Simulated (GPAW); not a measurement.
Computed results, one entry a study.

```xyz
3
Lattice="3.122 0.000 0.000 -1.561 2.704 0.000 0.000 0.000 14.500" Properties=species:S:1:pos:R:3 subject="Quasiparticle gap of WS2 (2H monolayer) in GPAW" method="DFT, LDA, plane waves, PAW (and 1 further level or step)" program="GPAW 26.7.0" settings="cutoff 450 eV, GPAW PAW setups 1.2.1 data release, 12×12×1 k-mesh, nbands 287" cost="4 runs, 3.2 min in all on 16 MPI ranks of Arm Neoverse V1, shared host" notes="The structure was relaxed with LDA. Limits: no spin-orbit coupling. The calculation has static nuclei and no excitons; a measured gap holds zero-point and thermal motion, which mostly lowers it. With atoms this heavy the missing spin-orbit coupling may be the largest error." lda_gap="2.00 eV, direct" g0w0_gap_on_the_mesh="3.05 eV" gw_settings="12×12×1 mesh, 129 bands, screening to 60 eV, full frequency, Hilbert transform" known_limits="short of the basis limit; no spin-orbit coupling"
W     0.000    1.803    7.250
S     1.561    0.901    8.809
S     1.561    0.901    5.691
```

[Long decimals in the printed logs are rounded to 6 places.]

[Logs are printed without paths, hosts, clocks, repeated set-up lines and the standing remarks that a program may print on its own settings, such as how far it seeks lower states.]

[Paths, hosts, dates, memory and timing lines, banners, echoed tables and standing remarks are left out of the program output; an Ansatz launch command may be rebuilt from the run's recorded settings. Measured values are a selection of at most five: reports struck by readers or far from the other reports are left out. None is set beside runs whose start may be inverted or whose files or cutoffs have a known fault.]

[Runs of the session that timed out or met a known fault of the program may be left out.]

[Hosts, paths, dates, database ids (printed as entryN), source tags and the programs' standing remarks are cut or masked in the printed files.]

[Where the starting crystal was built by hand or by swapping elements, it need not be the compound's stable phase.]
